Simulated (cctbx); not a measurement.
**Accept or mend?**

Cell a = 3.9690 Å, b = 3.9690 Å, c = 6.1780 Å, α = 90.00°, β = 90.00°, γ = 120.00°; space group P3m1 (no. 156). The compound is ErNiTeSe.

Simulated single-crystal data (cctbx): Cu Kα, λ = 1.54184 Å, to d = 0.8 Å, 50 % of the full sphere, strongest reflection 70000 counts, noise from counting, a 1.5 % proportional error and a noise floor of 2 counts (s.d.); no absorption.

An anisotropic refinement with weights 1/σ² prints:

```text
Rint 0.010, 26 unique reflections to 1.66 A
cycle     R1     wR2    GooF  max shift (A)
   1  0.0054  0.0130   1.153   0.00890
   4  0.0045  0.0112   0.989   0.00027
final R1 0.0045 wR2 0.0112 GooF 0.988  parameters 12  data/parameter 2.2
atom        x        y        z      Ueq    occ   su(xyz)  su(Uiso or U11)
Er1    0.00000  0.00000  0.50768   0.0032  1.000  0.00075  0.0010
Te1    0.66667  0.33333  0.74116   0.0021  1.000  0.00049  0.0010
Se1    0.33333  0.66667  0.23102   0.0035  1.000  0.00115  0.0014
Ni1    0.66667  0.33333  0.12043   0.0013  1.000  0.00152  0.0018  NPD
difference map: max 0.06 min -0.04 rms 0.01
Q1    0.3333  0.6667  0.6403    1    0.06  2.37 A from Te1
Q2    0.2973  0.1487  0.2314    3    0.03  1.44 A from Ni1
Q3    0.0657  0.3542  0.9753    6    0.01  1.79 A from Ni1
Q4    0.5745  0.1489  0.3487    3    0.01  1.55 A from Ni1
Q5    0.3333  0.6667  0.2559    1    0.01  0.15 A from Se1
Q6    0.3333  0.6667  0.0394    1    0.01  1.18 A from Se1
```

**Question.** Can this result stand? If not, what is the likely fault?

Mend it. The fault: data cut at low resolution. Against the right model at the same level, R1 goes from 0.0050 to 0.0045 and GooF from 0.81 to 0.99 and Ni1 goes non-positive-definite. The atoms are right, but there are too few data for the parameters: R1 flatters and the s.u.s grow. Data per parameter fall from 12.6 to 2.2.

The compound is ErNiTeSe. The right model at the same level gives:

```text
Rint 0.012, 151 unique reflections to 0.81 A
cycle     R1     wR2    GooF  max shift (A)
   1  0.0051  0.0114   0.822   0.00040
   2  0.0050  0.0112   0.807   0.00000
final R1 0.0050 wR2 0.0112 GooF 0.807  parameters 12  data/parameter 12.6
atom        x        y        z      Ueq    occ   su(xyz)  su(Uiso or U11)
Er1    0.00000  0.00000  0.50817   0.0031  1.000  0.00003  0.0001
Te1    0.66667  0.33333  0.74093   0.0037  1.000  0.00004  0.0001
Se1    0.33333  0.66667  0.23088   0.0033  1.000  0.00008  0.0001
Ni1    0.66667  0.33333  0.11858   0.0035  1.000  0.00012  0.0002
Flack x: -0.0075(15)
Hooft y: -0.005(5)  Bijvoet pairs: 66
difference map: max 0.19 min -0.27 rms 0.07
Q1    0.2441  0.4882  0.7986    3    0.20  2.09 A from Te1
Q2    0.3333  0.6667  0.6394    1    0.19  2.38 A from Te1
Q3    0.2439  0.1220  0.2863    3    0.18  1.61 A from Er1
Q4    0.1099  0.5550  0.5224    3    0.17  1.96 A from Se1
Q5    0.1817  0.0909  0.6781    3    0.16  1.22 A from Er1
Q6    0.1072  0.2143  0.0651    3    0.16  1.86 A from Se1
```

Isotropic U is held between 0.0001 and 1 Å² by the program, and listed peak heights are interpolated, so they can pass the grid's maximum.

This is a model crystal, built by substitution and not relaxed, with assumed displacement parameters.

[Middle refinement cycles are left out of these outputs.]

[Logs are printed without paths, hosts, clocks, repeated set-up lines and the standing remarks that a program may print on its own settings, such as how far it seeks lower states.]
